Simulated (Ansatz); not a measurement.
# SnPb2 (model cell, started as antifluorite): from the cell to its phonons, part 2 of 3

How does SnPb2 (model cell, started as antifluorite) vibrate, and is this structure a minimum?

Ansatz 0.2.0; DFT PBEsol, scalar-relativistic, plane waves, PAW.

So far. Step 3 (Tight relaxation): The forces vanish by symmetry and the pressure is -0.002 GPa, within the tolerances set. The cell now holds 33.50 Å³/atom. The relaxed cell has a = 7.380 Å (conventional setting).

The structure was built from a prototype and need not be the compound's stable phase.

### Step 4. Modes at Γ

The zone centre comes first: it holds the modes that light can see, as far as symmetry allows. No field response is asked, since the mesh shows no gap.

input.yaml

```yaml
crystal:
  lattice:
    - [0.0, 3.6901472487, 3.6901472487]
    - [3.6901472487, 0.0, 3.6901472487]
    - [3.6901472487, 3.6901472487, 0.0]
  atoms:
    - { symbol: Sn, position: [0.0, 0.0, 0.0] }
    - { symbol: Pb, position: [0.25, 0.25, 0.25] }
    - { symbol: Pb, position: [0.75, 0.75, 0.75] }
kpoints:
  mp_grid: { grid: [8, 8, 8] }
hamiltonian:
  xc: pbesol
scf:
  occupations: { method: methfessel_paxton, width: 0.15 }
output:
  eigenvalues: true
phonons:
  method: dfpt
```

Launch:

```bash
$ ansatz run input.yaml --threads 4 --pin off --max-ram 7168MiB --backend cpu --events-out ev --progress --plain --runs-dir out
```

Numbers of over 12 decimals in the logs are rounded to 6 here.

What it wrote:

```text
zone centre: on kpoints.mp_grid the ground state, and the responses unless they are solved on pairs of k-points, stand on 59 of the mesh's 512 k-points, reduced under 8 symmetry operations, with k and −k counted as one. Each operation leaves every solved displacement unchanged or reverses it
[...]
Crystal: 3 atoms, lattice volume = 100.499 Å³
Basis set: ecut = 420 eV, 1989 PW (Γ), exchange–correlation on 72×72×72 points (8 copies of the dense FFT grid, shifted against one another)
Bands: 26, of which v1, the nominal top of the filled ones, is band 21 counted from 1 (20 counted from 0)
Symmetry: 48 space group operations
k-points: 59 of 512 (irreducible under 8 space group operations, time reversal used)
[...]
SCF iter   1: F=—  HF=-29459.355594 eV  |F-HF|=—  |Δ(HF+E_count)|=         —  Δρ=2.44e-3  dr2=5.80e-3  ethr=1.77e-3  ⟨swp⟩=6.7  Hψ=7387  notcnv=0
[...]
SCF iter   9: F=-29459.351746 eV  HF=-29459.351746 eV  |F-HF|=1.09e-11  |Δ(HF+E_count)|=  2.91e-11  S|Δr|=    0.00e0  Δρ=2.96e-8  dr2=7.38e-13  ethr=1.00e-12  ⟨swp⟩=8.8  Hψ=8102  notcnv=0
SCF 1 converged in 9 iterations: F = -29459.351746 eV  dr2 = 7.38e-13
[...]
DFPT response loops at Γ: preconditioner auto → Kerker (q_TF=auto, 2.359 Å⁻¹) (partly filled bands, converged f_vac=0.050); β = 1.00, the filter's whole step (`scf.mixing.beta` (0.50) is not read by the response loops under this deck's `scf.mixing.preconditioner`; to damp them name `kerker` or `kerker_dos`, under which they read `scf.mixing.beta`, and type it under 1.00, their step now; both keys bind the ground state too); Broyden in place of MSR1
SCF converged after 9 iterations
[...]
Free energy (F): -29459.351746 eV
[...]
Internal energy: -29459.349635 eV  (E = F + TS)
E sigma→0 (E₀):  -29459.351218 eV
Entropy (-TS):   -0.002111 eV (-0.704 meV/atom)
Fermi energy:    8.857461 eV
[...]
--- Band table (eV; the first three rows and the last of 59) ---
  k-point 0: bands = [... 17 lower, 5.2657, 8.0780, 8.0780, 8.0780, 8.4158, 8.4158, 8.4158, 12.2197, ... 1 higher]
  k-point 1: bands = [... 17 lower, 4.8240, 7.5922, 7.7018, 7.7018, 8.7967, 8.7967, 9.7807, 11.9152, ... 1 higher]
  k-point 2: bands = [... 17 lower, 4.0512, 7.3278, 7.3278, 7.7558, 9.0469, 9.0469, 10.9608, 12.1843, ... 1 higher]
  k-point 58: bands = [... 17 lower, 1.3444, 5.0776, 7.9191, 7.9191, 9.6033, 11.3876, 12.9727, 13.2884, ... 1 higher]
--- Phonons (Γ-DFPT): 2 representative perturbations + reference, on 59 of 512 k-points (Σ response iterations 5) ---
  k mesh reduced under 8 symmetry operations, with k and −k counted as one. Each operation leaves every solved displacement unchanged or reverses it
  ASR residual: 1.103e-4 → 0.000e0 eV/Å²; symmetrization residual: 1.777e-5 eV/Å²
  ASR residual per site (eV/Å²): 1.10e-4 1.07e-5 1.07e-5
  Γ frequencies (cm⁻¹): 0.00 0.00 0.00 58.90 58.90 58.90 98.55 98.55 98.55
  non-analytic LO–TO correction: not included (Born effective charges unavailable; polar crystals: no LO–TO splitting at Γ)
```

Elapsed: 12 s, on 4 threads of Intel Xeon Platinum 8259CL at 2.50GHz (Skylake/Cascade Lake), shared host; peak memory 0.96 GiB; 44 s of CPU time.

In the SCF lines HF is the Harris–Foulkes energy and dr2 the Hartree energy of the density residual, in eV; the loop may stop once dr2 is under the threshold and the program's other checks hold. Hψ counts applications of the Hamiltonian.

Numbers from this step:

| Quantity | Value |
| --- | --- |
| sum-rule residual before enforcement | 1.10e-4 eV/Å² |
| point group | m-3m |
| highest optical mode at the zone centre (no LO-TO term) | 98.55 cm⁻¹ |
| lowest optical zone-centre mode | 58.9 cm⁻¹ |

Patterns of degenerate modes are one choice out of their space. Modes at Γ, with each element's share of the kinetic energy:

| mode | frequency (cm⁻¹) | symmetry | Sn % | Pb % |
| --- | --- | --- | --- | --- |
| 1 | 0.0 | acoustic | 22 | 78 |
| 2 | 0.0 | acoustic | 22 | 78 |
| 3 | 0.0 | acoustic | 22 | 78 |
| 4 | 58.9 | T2g | 0 | 100 |
| 5 | 58.9 | T2g | 0 | 100 |
| 6 | 58.9 | T2g | 0 | 100 |
| 7 | 98.5 | T1u | 78 | 22 |
| 8 | 98.5 | T1u | 78 | 22 |
| 9 | 98.5 | T1u | 78 | 22 |

Displacements in mode 5 (58.9 cm⁻¹), the largest set to 1:
```
Sn1  0.00  0.00  0.00
Pb2  1.00 -0.80 -0.05
Pb3 -1.00  0.80  0.05
```

Displacements in mode 8 (98.5 cm⁻¹), the largest set to 1:
```
Sn1  1.00  0.00  0.00
Pb2 -0.29  0.00  0.00
Pb3 -0.29  0.00  0.00
```

Before it was imposed, the acoustic sum rule was missed by 1.1e-4 eV/Å². Small misses are needed for a sound result but don't prove that mesh and cutoff are converged. The lowest optical mode is real, 58.9 cm⁻¹.

### Step 5. The dispersion

Stability and thermal properties need the whole zone. Linear response on a 2×2×2 q mesh gives force constants as far as a supercell of that size would.

input.yaml, as its differences from that of step 4:

```diff
@@ -19 +19,8 @@
   method: dfpt
+  qmesh: [2, 2, 2]
+  temperatures: { t_max: 1000, t_step: 50 }
+  qpath:
+    path:
+      - [[0.0, 0.0, 0.0], [0.5, 0.0, 0.5], [0.625, 0.25, 0.625]]
+      - [[0.375, 0.375, 0.75], [0.0, 0.0, 0.0], [0.5, 0.5, 0.5], [0.5, 0.25, 0.75], [0.5, 0.0, 0.5]]
+    npoints: 10
```

What it wrote:

```text
Warning: phonons: the dynamical matrix that this run interpolates holds no multipole term above the dipole-dipole one, and a site of this crystal is no centre of inversion, so its interpolated transverse optical and acoustic branches and sound speeds can stay off near Gamma, and the density of states and the thermodynamics with them. What a run solves at a wave vector of phonons.qpoints, Gamma apart, where the deck admits one, is free of this, and under fd what a larger phonons.supercell samples
[...]
Crystal: 3 atoms, lattice volume = 100.499 Å³
Basis set: ecut = 420 eV, 1989 PW (Γ), exchange–correlation on 72×72×72 points (8 copies of the dense FFT grid, shifted against one another)
Bands: 26, of which v1, the nominal top of the filled ones, is band 21 counted from 1 (20 counted from 0)
Symmetry: 48 space group operations
k-points: 29 of 512
[...]
SCF iter   1: F=—  HF=-29459.355481 eV  |F-HF|=—  |Δ(HF+E_count)|=         —  Δρ=2.45e-3  dr2=5.84e-3  ethr=1.77e-3  ⟨swp⟩=6.7  Hψ=3612  notcnv=0
[...]
SCF iter   9: F=-29459.351746 eV  HF=-29459.351746 eV  |F-HF|=3.64e-12  |Δ(HF+E_count)|=  1.46e-11  S|Δr|=    0.00e0  Δρ=7.96e-8  dr2=4.00e-12  ethr=1.00e-12  ⟨swp⟩=8.5  Hψ=3985  notcnv=0
SCF 1 converged in 9 iterations: F = -29459.351746 eV  dr2 = 4.00e-12
[...]
SCF iter   6: F=-29459.351746 eV  HF=-29459.351746 eV  |F-HF|=1.46e-11  |Δ(HF+E_count)|=  1.82e-11  S|Δr|=    0.00e0  Δρ=9.28e-8  dr2=5.51e-12  ethr=1.00e-12  ⟨swp⟩=2.4  Hψ=2417  notcnv=0
SCF 2 converged in 6 iterations: F = -29459.351746 eV  dr2 = 5.51e-12
phonons: the bands overlap, so this run is a metal and interpolates without the dipole-dipole term. If the crystal is really an insulator or semiconductor, its LO-TO splitting is missing
NSCF: frozen V_eff on 29 k-points
[...]
DFPT response loops at q = (0, 0, 0) (fractional): preconditioner auto → Kerker (q_TF=auto, 2.359 Å⁻¹) (partly filled bands, converged f_vac=0.050); β = 1.00, the filter's whole step (`scf.mixing.beta` (0.50) is not read by the response loops under this deck's `scf.mixing.preconditioner`; to damp them name `kerker` or `kerker_dos`, under which they read `scf.mixing.beta`, and type it under 1.00, their step now; both keys bind the ground state too); Broyden in place of MSR1
[...]
SCF converged after 9 iterations
[...]
Free energy (F): -29459.351746 eV
[...]
Internal energy: -29459.349635 eV  (E = F + TS)
E sigma→0 (E₀):  -29459.351218 eV
Entropy (-TS):   -0.002111 eV (-0.704 meV/atom)
Fermi energy:    8.857461 eV
[...]
--- Band table (eV; the first three rows and the last of 29) ---
  k-point 0: bands = [... 17 lower, 5.2657, 8.0780, 8.0780, 8.0780, 8.4158, 8.4158, 8.4158, 12.2197, ... 1 higher]
  k-point 1: bands = [... 17 lower, 4.8240, 7.5922, 7.7018, 7.7018, 8.7967, 8.7967, 9.7807, 11.9152, ... 1 higher]
  k-point 2: bands = [... 17 lower, 4.0512, 7.3278, 7.3278, 7.7558, 9.0469, 9.0469, 10.9608, 12.1843, ... 1 higher]
  k-point 28: bands = [... 17 lower, 1.3444, 5.0776, 7.9191, 7.9191, 9.6033, 11.3876, 12.9727, 13.2884, ... 1 higher]
--- Phonons (Γ-DFPT): 2 representative perturbations + reference (Σ response iterations 5) ---
  ASR residual: 1.839e-5 → 0.000e0 eV/Å²; symmetrization residual: 1.705e-5 eV/Å²
  ASR residual per site (eV/Å²): 5.88e-6 1.84e-5 1.84e-5
  Γ frequencies (cm⁻¹): 0.00 0.00 0.00 58.90 58.90 58.90 98.55 98.55 98.55
--- Phonons (arbitrary-q DFPT): 3 irreducible q on the 2×2×2 mesh ---
  q = [0.0000, 0.0000, 0.0000] (star 1, of the zone-centre solve; hermiticity 1.03e-5, symmetrization 1.79e-11): -0.00 -0.00 0.00 58.90 58.90 58.90 98.55 98.55 98.55
  q = [0.0000, 0.0000, -0.5000] (star 4, 2 solved perturbations on 150 of 512 k-point pairs; hermiticity 5.67e-6, symmetrization 6.21e-6): 17.15 17.15 45.38 51.38 51.38 51.66 95.49 95.49 100.52
  q = [0.0000, -0.5000, -0.5000] (star 3, 4 solved perturbations in 308 linear systems a pass and spin channel, the states on 95 of 512 k-point pairs; hermiticity 9.34e-6, symmetrization 7.69e-9): 25.74 25.74 47.55 47.55 50.46 60.82 94.09 94.97 94.97
  sum rule: each row above includes the acoustic sum rule's correction from the zone centre's row sums; it moved no ω² by more than (0.16 cm⁻¹)²
  mesh force constants: q→R imaginary residual 3.52e-17; ASR residual 1.839e-5 → 0.000e0 eV/Å²; symmetrization residual 1.776e-15 eV/Å²
  interpolated dispersion: 62 rows × 9 modes
  density of states and harmonic sums: on the 16×16×16 q-mesh, interpolated from the force constants of a 2×2×2 supercell (no non-analytic term)
  largest difference from the sums on the solved wave vectors: F 1.15e-1 eV, S 1.48e-4 and C_V 3.23e-5 eV/K
  zero-point energy: 0.033002 eV/cell   skipped modes (ω ≤ 0): 3   left out of the sums: 8.14e-5 of the cell's modes: C_V's classical limit lies that fraction below 3 k_B per atom; for a crystal, a wire or a layer, F and S can be off by more, and a phonons.interpolated_qmesh denser along its periods is the remedy for the sampling
```

Elapsed: 56 s, on 4 threads; peak memory 1.4 GiB.

This step gave:

| Property | Result |
| --- | --- |
| sum-rule residual before enforcement | 1.84e-5 eV/Å² |
| lowest frequency on the path | 0 cm⁻¹ |
| highest frequency on the path or at a solved wavevector | 100.5 cm⁻¹ |
| mean frequency | 59.2 cm⁻¹ |
| Debye temperature (second moment) | 122 K |
| logarithmic mean frequency | 50.8 cm⁻¹ |
| lowest mode on the q mesh (acoustic modes at Γ apart) | 17.15 cm⁻¹ |
| zero-point energy per atom | 11 meV |
| heat capacity at 300 K | 24.74 J/(mol atoms K) |
| vibrational entropy at 300 K | 60.27 J/(mol atoms K) |
| edges of the widest gap between branches, on path and mesh | 60.8, 94.1 cm⁻¹ |

Frequencies (cm⁻¹) solved at each irreducible wavevector; negative means imaginary. Frequencies by wavevector, by row:

| q in reciprocal lattice units | star | mode 1 | mode 2 | mode 3 | mode 4 | mode 5 | mode 6 | mode 7 | mode 8 | mode 9 |
| --- | --- | --- | --- | --- | --- | --- | --- | --- | --- | --- |
| 0 0 0 | 1 | 0 | 0 | 0 | 58.9 | 58.9 | 58.9 | 98.5 | 98.5 | 98.5 |
| 0 0 -0.5 | 4 | 17.1 | 17.1 | 45.4 | 51.4 | 51.4 | 51.7 | 95.5 | 95.5 | 100.5 |
| 0 -0.5 -0.5 | 3 | 25.7 | 25.7 | 47.5 | 47.5 | 50.5 | 60.8 | 94.1 | 95 | 95 |

Interpolated from a 2×2×2 q mesh. Phonon branches along the path, in cm⁻¹:

| point | branch 1 | branch 2 | branch 3 | branch 4 | branch 5 | branch 6 | branch 7 | branch 8 | branch 9 |
| --- | --- | --- | --- | --- | --- | --- | --- | --- | --- |
| Γ | 0 | 0 | 0 | 59 | 59 | 59 | 98 | 98 | 98 |
| halfway | 18 | 18 | 42 | 53 | 53 | 55 | 96 | 97 | 97 |
| X | 26 | 26 | 48 | 48 | 50 | 61 | 94 | 95 | 95 |
| halfway | 25 | 28 | 46 | 48 | 50 | 60 | 94 | 95 | 96 |
| U | 22 | 34 | 41 | 49 | 50 | 58 | 95 | 95 | 97 |
| jump to K | 22 | 34 | 41 | 49 | 50 | 58 | 95 | 95 | 97 |
| halfway | 10 | 20 | 41 | 53 | 53 | 56 | 96 | 97 | 98 |
| Γ | 0 | 0 | 0 | 59 | 59 | 59 | 98 | 98 | 98 |
| halfway | 12 | 12 | 36 | 54 | 56 | 56 | 97 | 97 | 99 |
| L | 17 | 17 | 45 | 51 | 51 | 52 | 96 | 96 | 100 |
| halfway | 20 | 29 | 42 | 51 | 51 | 54 | 95 | 95 | 99 |
| W | 26 | 37 | 37 | 49 | 50 | 58 | 95 | 95 | 97 |
| halfway | 26 | 29 | 44 | 48 | 50 | 59 | 94 | 95 | 96 |
| X | 26 | 26 | 48 | 48 | 50 | 61 | 94 | 95 | 95 |

The phonon branches as a text plot (rows in cm⁻¹):

```
     98 |********        ************************************
     94 |       *****************             *******************
     90 |
     86 |
     82 |
     77 |
     73 |
     69 |
     65 |
     61 |**         *****            ****                    ****
     57 | ******  **     ****   ******  *****         *******
     52 |      **********  *******          ************      ***
     48 |       *************                           *********
     44 |      *       ***   ***              *********      **
     40 |                 * *   *            *         **  **
     36 |    **           **     *          *            ***
     31 |               **  *              *           **   **
     27 |   *       ****     **   **                 **  ********
     23 |        ***   ****    *          *         *  **
     19 |  *   **          **   *   *    *      *******
     15 |    **              **  *           ***
     10 | * *                  ** ****  *  **
      6 |  *                     *****   **
      2 |**                          ****
         Γ           X  U|K            Γ         L        W     X
```

Tetrahedra on a 16×16×16 mesh, mean over bins of 1 cm-1. Interpolated from a 2×2×2 q mesh. Table of phonon density of states by wavenumber; read off at these points:

wavenumber (cm⁻¹), phonon density of states (1/cm⁻¹/cell) and a bar:
```
      0.5      0.000 
      3.5      0.003 
      5.5      0.007 
      8.5      0.019 #
     11.5      0.037 #
     14.5      0.062 ##
     16.5      0.093 ###
     18.5      0.124 ####
     19.5      0.123 ####
     22.5      0.122 ####
     24.5      0.120 ####
     27.5      0.063 ##
     30.5      0.055 ##
     32.5      0.049 ##
     35.5      0.028 #
     38.5      0.035 #
     41.5      0.099 ###
     43.5      0.196 #######
     46.5      0.042 #
     49.5      0.227 ########
     50.5      0.546 ##################
     51.5      0.400 ##############
     54.5      0.293 ##########
     57.5      0.146 #####
     59.5      0.023 #
     62.5      0.000 
     65.5      0.000 
     68.5      0.000 
     70.5      0.000 
     73.5      0.000 
     76.5      0.000 
     78.5      0.000 
     81.5      0.000 
     84.5      0.000 
     86.5      0.000 
     89.5      0.000 
     92.5      0.000 
     95.5      0.887 ##############################
     97.5      0.442 ###############
    100.5      0.018 #
```

(Continued in part 3 of 3.)

[Logs are printed without paths, hosts, clocks, repeated set-up lines and the standing remarks that a program may print on its own settings, such as how far it seeks lower states.]

[Hosts, paths, dates, database ids (printed as entryN), source tags and the programs' standing remarks are cut or masked in the printed files.]
